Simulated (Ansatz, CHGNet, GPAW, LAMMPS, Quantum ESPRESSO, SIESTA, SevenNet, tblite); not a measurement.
## Amorphous polyacrylonitrile (as short chains C14N4H18) at 540 K (108 atoms) in other programs, against a plane-wave reference

Aim: run amorphous polyacrylonitrile (as short chains C14N4H18) at 540 K (108 atoms) in several programs and set results and cost side by side. A plane-wave run serves as the reference.

Program: Quantum ESPRESSO 7.5. Level of theory: Kohn-Sham DFT, PBE, SSSP efficiency 1.3.0 pseudopotentials, plane waves. Results are calculated unless marked as measured.

### 1. The starting structure

The cell holds 108 atoms: 42 C, 12 N and 54 H. Cell: a = 10.877 Å, b = 10.877 Å, c = 10.877 Å, α = 90.0°, β = 90.0°, γ = 90.0°. 3 polyacrylonitrile chains of 4 units with methyl end groups placed at random, at 0.938 g/cm³; overlaps pushed apart, then 20 ps at 800 K with MMFF94 bonds, angles, torsions, charges and radii (Halgren, J. Comput. Chem. 17, 490 (1996)) in harmonic and 12-6 forms. Snapshot after 30 ps at 540 K and fixed volume.

### 2. Plane-wave reference

The input, pw.in:

```
&control
  calculation = 'scf'
  pseudo_dir = './pseudo'
  outdir = './tmp'
  disk_io = 'none'
  tprnfor = .true.
  tstress = .true.
/
&system
  ibrav = 0
  nat = 108
  ntyp = 3
  ecutwfc = 60
  ecutrho = 480
  nosym = .true.
  occupations = 'smearing'
  smearing = 'fd'
  degauss = 0.003675
/
&electrons
  conv_thr = 5.4e-07
  electron_maxstep = 100
  mixing_beta = 0.4
  mixing_mode = 'plain'
  diagonalization = 'david'
/
ATOMIC_SPECIES
C 12.011 C.upf
N 14.007 N.upf
H 1.008 H.upf
CELL_PARAMETERS angstrom
10.87734 0.00000 0.00000
0.00000 10.87734 0.00000
0.00000 0.00000 10.87734
ATOMIC_POSITIONS crystal
C 0.47688 0.28299 0.75057
C 0.47484 0.24542 0.87800
C 0.35162 0.20251 0.91225
C 0.26021 0.30208 0.93146
N 0.18111 0.37356 0.93926
C 0.37773 0.13724 0.03497
C 0.26080 0.07599 0.07999
C 0.24671 0.95356 0.03512
N 0.24496 0.86162 0.98355
C 0.25639 0.08223 0.21872
C 0.21324 0.19787 0.29459
C 0.08672 0.22075 0.27476
[... 92 atom lines left out ...]
H 0.91566 0.29839 0.45564
H 0.69966 0.32391 0.46786
H 0.67501 0.19023 0.56617
H 0.73766 0.17069 0.41153
K_POINTS gamma
```

On the command line:

```bash
> OMP_NUM_THREADS=1 mpirun -np 4 pw.x -in pw.in > output.txt
```

Log:

```text
Program PWSCF
     gamma-point specific algorithms are used
     one sub-group per band group will be used
     scalapack distributed-memory algorithm (size of sub-group:  2*  2 procs)
     Parallelization info
     sticks:   dense  smooth     PW     G-vecs:    dense   smooth      PW
     Min        4033    2015    505               385571   136271   17058
     Max        4036    2018    508               385584   136278   17064
     Sum       16141    8069   2025              1542323   545105   68243
     bravais-lattice index     =            0
     lattice parameter (alat)  =      20.5552  a.u.
     unit-cell volume          =    8684.8978 (a.u.)^3
     number of atoms/cell      =          108
     number of atomic types    =            3
     number of electrons       =       282.00
[... lines left out ...]
     scf convergence threshold =      5.4E-07
[... lines left out ...]
     number of k points=     1  Fermi-Dirac smearing, width (Ry)=  0.0037
[... lines left out ...]
     total energy              =   -1078.87154051 Ry
[... lines left out ...]
     total energy              =   -1079.31369596 Ry
[... lines left out ...]
     total energy              =   -1079.47489070 Ry
[... lines left out ...]
     total energy              =   -1079.52337190 Ry
[... lines left out ...]
     total energy              =   -1079.52337193 Ry
[... lines left out ...]
   -18.6859 -18.3073 -18.2636 -18.2319 -18.0169 -17.9315 -17.8971 -17.8600
   -17.7854 -17.7106 -17.6720 -17.5057 -17.2268 -16.8686 -16.7813 -16.4769
   -16.2632 -16.0570 -15.7965 -15.7807 -15.5135 -15.0383 -14.9081 -14.8127
[...]
3.9501   4.0007   4.0385   4.0634   4.1249   4.1619   4.1645   4.2825
     4.3227   4.3391   4.5555   4.5956   4.6807   4.7287   4.7763   4.8457
     4.9782
     the Fermi energy is    -0.6878 ev
!    total energy              =   -1079.52337213 Ry
     estimated scf accuracy    <       0.00000017 Ry
     smearing contrib. (-TS)   =      -0.00000000 Ry
     internal energy E=F+TS    =   -1079.52337213 Ry
     The total energy is F=E-TS. E is the sum of the following terms:
     one-electron contribution =    -897.35652804 Ry
     hartree contribution      =     531.52230103 Ry
     xc contribution           =    -296.62192367 Ry
     ewald contribution        =    -158.01594683 Ry
     one-center paw contrib.   =    -259.05127463 Ry
     convergence has been achieved in  12 iterations
     Forces acting on atoms (cartesian axes, Ry/au):
     atom    1 type  1   force =    -0.05561449    0.03517107   -0.08044517
     atom    2 type  1   force =     0.06281906    0.04831854    0.03558271
     atom    3 type  1   force =     0.00293622   -0.01718735    0.07750962
[...]
atom  107 type  3   force =    -0.00062488    0.00661305   -0.00591942
     atom  108 type  3   force =    -0.01316499    0.02650217    0.03144362
     Total force =     0.762678     Total SCF correction =     0.000576
     Computing stress (Cartesian axis) and pressure
          total   stress  (Ry/bohr**3)                   (kbar)     P=       15.39
   0.00010341  -0.00002455  -0.00002866           15.21       -3.61       -4.22
  -0.00002455   0.00010674  -0.00001396           -3.61       15.70       -2.05
  -0.00002866  -0.00001396   0.00010374           -4.22       -2.05       15.26
     Message from routine punch:
     Nothing written, as per user request (disk_io='none')
```

The job ended after 89 s (4 MPI ranks of Arm Neoverse V1, shared host; peak memory 2.8 GiB).

Banners, paths, timers and routine set-up lines are dropped from the logs unmarked, and long logs keep their key lines alone; longer cuts are marked.

Numbers from this run:

- r.m.s. force component: 1.089 eV/Å
- longest force: 4.772 eV/Å
- pressure: 1.539 GPa
- gap (highest filled to lowest empty level): 5.451 eV

### 3. Structure statistics

Pair distribution functions g(r), in bins of 0.2 Å:

| r (Å) | total | H-H | H-C | H-N | C-C | C-N | N-N |
| --- | --- | --- | --- | --- | --- | --- | --- |
| 1.00 | 2.38 | 0.00 | 6.15 | 0.00 | 0.00 | 0.00 | 0.00 |
| 1.20 | 2.36 | 0.00 | 4.06 | 0.00 | 0.00 | 9.03 | 0.00 |
| 1.40 | 0.54 | 0.00 | 0.00 | 0.00 | 3.59 | 0.00 | 0.00 |
| 1.60 | 1.06 | 0.41 | 0.00 | 0.00 | 6.31 | 0.00 | 0.00 |
| 1.80 | 0.70 | 2.79 | 0.00 | 0.00 | 0.00 | 0.00 | 0.00 |
| 2.00 | 0.79 | 0.53 | 1.68 | 0.00 | 0.00 | 0.00 | 0.00 |
| 2.20 | 1.49 | 0.56 | 3.38 | 0.15 | 0.11 | 0.00 | 0.00 |
| 2.40 | 1.09 | 2.16 | 0.30 | 0.68 | 2.34 | 0.00 | 0.00 |
| 2.60 | 1.40 | 1.46 | 1.43 | 0.57 | 1.73 | 1.77 | 0.00 |
| 2.80 | 0.98 | 0.84 | 1.48 | 1.12 | 0.45 | 0.00 | 0.00 |
| 3.00 | 1.06 | 1.59 | 0.78 | 1.92 | 0.71 | 0.23 | 0.83 |
| 3.20 | 0.68 | 0.65 | 0.54 | 2.08 | 0.39 | 0.19 | 0.00 |
| 3.40 | 1.05 | 0.51 | 1.13 | 1.53 | 0.55 | 2.62 | 0.00 |
| 3.60 | 0.89 | 1.03 | 0.45 | 1.28 | 0.44 | 2.67 | 1.08 |
| 3.80 | 0.76 | 0.86 | 0.70 | 0.65 | 0.56 | 1.07 | 1.98 |
| 4.00 | 0.79 | 0.61 | 0.70 | 0.90 | 0.62 | 1.73 | 1.81 |
| 4.20 | 0.83 | 0.73 | 0.91 | 0.98 | 0.56 | 0.97 | 1.61 |
| 4.40 | 0.90 | 0.83 | 0.75 | 1.34 | 1.19 | 0.63 | 1.45 |
| 4.60 | 0.91 | 1.02 | 0.85 | 1.01 | 0.69 | 1.23 | 0.33 |
| 4.80 | 1.00 | 1.19 | 0.92 | 0.75 | 0.88 | 1.37 | 0.62 |
| 5.00 | 1.08 | 1.14 | 1.07 | 1.17 | 0.97 | 1.06 | 0.56 |
| 5.20 | 0.92 | 0.93 | 0.95 | 0.93 | 0.94 | 0.71 | 0.80 |

Bonds by pair of elements; cutoffs follow the first minimum of g(r), held within bounds set by covalent radii, and pairs that aren't listed don't count as bonded (cutoffs were set anew for this text, so counts can differ from the run's own analysis):

| pair A-B | cutoff (Å) | bonds | mean length (Å) | spread (Å) | shortest (Å) | B about A | A about B |
| --- | --- | --- | --- | --- | --- | --- | --- |
| H-C | 1.34 | 54 | 1.10 | 0.032 | 1.03 | 1 | 1.29 |
| C-C | 1.85 | 39 | 1.51 | 0.053 | 1.39 | 1.86 | 1.86 |
| C-N | 1.62 | 12 | 1.17 | 0.022 | 1.14 | 0.286 | 1 |

How many atoms have how many bonded neighbours:

| element | mean | 1 | 2 | 4 |
| --- | --- | --- | --- | --- |
| C | 3.43 | 0 | 12 | 30 |
| H | 1 | 54 | 0 | 0 |
| N | 1 | 12 | 0 | 0 |

### 4. What was run beside it

The programs:
- CHGNet: machine-learned potential, published weights.
- GPAW 26.7.0: PAW with atomic orbitals (LCAO), plane waves or a real-space grid of spacing h.
- Quantum ESPRESSO 7.5: plane waves; labels (QE) give functional, pseudopotential set and cutoffs of waves/density.
- SIESTA 5.4.2: numerical atomic orbitals, whose automatically made sets are far from complete, with PseudoDojo norm-conserving potentials that we converted to its format (checked against plane waves on the same files for H, C, O, Si, Ge and Ca alone); labels give functional, basis size, energy shift and mesh cutoff.
- SevenNet: machine-learned potential, published weights.
- tblite 0.8.0: extended tight binding, driven from Python.

All use the same cell and atoms; the electronic-structure runs use the same k-mesh, and an electronic temperature of 580 K (0.05 eV) where levels are smeared.

Differences are against the plane-wave reference, forces as r.m.s. over components; share is that over the reference's r.m.s. force, slope the least-squares factor from reference forces to these. Total energies of different programs have different zeros and aren't compared.

| run | Δ force, r.m.s. (meV/Å) | share (%) | slope | Δ pressure (GPa) | Δ gap (eV) | cores | CPU time | memory (GiB) |
| --- | --- | --- | --- | --- | --- | --- | --- | --- |
| reference | - | - | - | - | - | 4 | 5.9 min | 2.8 |
| CHGNet 0.3.0 potential | 272 | 25.0 | 0.891 | -0.229 | - | 1 | 5.4 s | 2.0 |
| GPAW PBE, LCAO dzp, h 0.18 Å | 551 | 50.6 | 1.017 | - | 0.240 | 2 | 1.7 min | 1.3 |
| GPAW PBE, LCAO dzp, h 0.28 Å (coarse) | 930 | 85.4 | 1.023 | - | 0.255 | 1 | 48 s | 0.43 |
| GPAW PBE, LCAO sz(dzp), h 0.18 Å (coarse) | 3054 | 280 | 0.988 | - | 0.562 | 1 | 35 s | 0.85 |
| GPAW PBE, grid h 0.18 Å | 31.2 | 2.86 | 1.002 | - | -0.0017 | 2 | 4.6 min | 2.1 |
| GPAW RPBE, LCAO dzp, h 0.18 Å | 581 | 53.3 | 1.020 | - | 0.335 | 2 | 1.8 min | 1.3 |
| QE PBE, sssp-1.3.0-efficiency, 30/240 Ry (coarse) | 197 | 18.0 | 1.000 | -4.20 | -0.0183 | 2 | 1.9 min | 1.1 |
| SIESTA PBE, DZP, shift 0.01 Ry, mesh 500 Ry | 679 | 62.4 | 1.037 | 3.27 | 0.192 | 2 | 4 min | 1.8 |
| SIESTA PBE, SZ, shift 0.01 Ry, mesh 500 Ry (coarse) | 3243 | 298 | 1.019 | 18.7 | 0.455 | 1 | 79 s | 0.79 |
| SIESTA PBE, SZ, shift 0.02 Ry, mesh 500 Ry (coarse) | 2900 | 266 | 1.052 | 17.2 | 0.490 | 1 | 68 s | 0.71 |
| SIESTA PBE, SZP, shift 0.01 Ry, mesh 500 Ry (coarse) | 1852 | 170 | 1.005 | 8.96 | 0.339 | 2 | 3.2 min | 1.7 |
| SevenNet 0 potential | 207 | 19.0 | 0.934 | -0.769 | - | 1 | 9.2 s | 1.1 |
| SevenNet l3i5 potential | 152 | 14.0 | 1.002 | 0.113 | - | 1 | 12 s | 1.8 |
| tblite GFN2-xTB | 576 | 52.9 | 1.033 | -3.51 | - | 1 | 7 s | 0.17 |

Rows marked coarse were listed beforehand as settings not expected to be converged; some can still land near the reference.

Times of the machine-learned potentials are mostly Python's start and the loading of weights.

CPU time is summed over cores on a shared host, where runs went side by side, so it is rough. Symmetry, cutoffs, thresholds, outputs and thread counts weren't matched or tuned between programs; memory under MPI is the largest rank's times the ranks.

Within one program, basis, potentials and functional, energies share a zero. Each run against its twin at the usual cutoff or grid and solver:

| run | twin | Δ energy (meV/atom) | Δ force, r.m.s. (meV/Å) | CPU time over the twin's |
| --- | --- | --- | --- | --- |
| GPAW PBE, LCAO dzp, h 0.28 Å | LCAO dzp, h 0.18 Å | 294 | 744 | 0.46 (this twin ran on 2 cores) |
| QE PBE, sssp-1.3.0-efficiency, 30/240 Ry | sssp-1.3.0-efficiency, 60/480 Ry | 79.8 | 197 | 0.32 (this twin ran on 4 cores) |

### 5. Summary of results

```
reference r.m.s. force component                       : 1.09 eV/Å
nearest in forces                                      : GPAW PBE, grid h 0.18 Å, 2.9 %
farthest in forces                                     : SIESTA PBE, SZ, shift 0.01 Ry, mesh 500 Ry (coarse), 298 %
cheapest electronic-structure run beside the reference : tblite GFN2-xTB, 7 s of CPU time
```

In words: PBE on plane waves or a grid with other potentials, cutoffs or grids, coarse settings apart, differs from the reference by 2.9 % (GPAW PBE, grid h 0.18 Å) of the r.m.s. force; this holds the reference's own error, so differences of a few per cent don't tell which side is nearer the exact PBE result. The PBE runs in local orbitals, coarse settings apart, differ by 51 % (GPAW PBE, LCAO dzp, h 0.18 Å) to 62 % (SIESTA PBE, DZP, shift 0.01 Ry, mesh 500 Ry); basis, grid and potentials can all enter, and differences of this size make the forces unusable. Tight binding differs by 53 % (tblite GFN2-xTB); it is another model, with fitted parameters of its own, and the xTB methods hold dispersion. Machine-learned potentials differ by 14 % (SevenNet l3i5 potential) to 25 % (CHGNet 0.3.0 potential); they were trained on other programs' data. Rows with another functional or a dispersion term differ by 53 % (GPAW RPBE, LCAO dzp, h 0.18 Å), which mixes the change of model with differences of basis and potentials. Runs with settings chosen to be coarse differ by 18 % (QE PBE, sssp-1.3.0-efficiency, 30/240 Ry) to 298 % (SIESTA PBE, SZ, shift 0.01 Ry, mesh 500 Ry), their programs' other errors included. Of the electronic-structure runs that take under half the reference's CPU time, QE PBE, sssp-1.3.0-efficiency, 30/240 Ry comes nearest, at 18 % in 1.9 min against 5.9 min; its pressure misses by -4.2 GPa. At the same functional, gaps differ from the reference's 5.45 eV by between -0.02 and +0.56 eV. A likely cause of the wide gaps: compact atomic orbitals describe empty levels worse than filled ones. In pressure, SIESTA PBE, SZ, shift 0.01 Ry, mesh 500 Ry misses by +18.7 GPa, at the same functional. In the reference: filled and empty levels are parted by 5.45 eV (on the run's k-points); a semilocal functional tends to put such gaps too low. In a disordered cell it changes from sample to sample, and tail or defect levels can set it. In the reference: By these cutoffs 71 % of C atoms have 4, all H atoms have 1 and all N atoms have 1 bonded neighbour. Periodic xTB results under one method name differ between programs and library versions. The reference's pressure holds the uncorrected Pulay stress of its 60 Ry basis, so small pressure differences, and their order, may be the reference's own error. Machine-learned potentials mimic data converged in k, so the reference's own k-point error enters their differences. The network of contacts between molecules at the start is that of the classical potential that made the cell, and needn't be the one that DFT or experiment would give. The reference's PBE has no dispersion term, which matters for the binding between molecules or layers. The density was typed from a rule of thumb and may lie off the real one at this temperature. The electronic-structure runs sample only Γ, in a cell whose shortest periodic width is 11 Å.

[Also dropped from logs without a mark: logging warnings of Python, and SIESTA's first energy breakdown and zero terms.]

[Logs are printed without paths, hosts, clocks, repeated set-up lines and the standing remarks that a program may print on its own settings, such as how far it seeks lower states.]

[Hosts, paths, dates, database ids (printed as entryN), source tags and the programs' standing remarks are cut or masked in the printed files.]

[The MMFF94 radii named for the starting cell were scaled by 0.96; in molecules described by MMFF94, hydrogen bound to N, O or S took a small fixed 12-6 site in their place.]
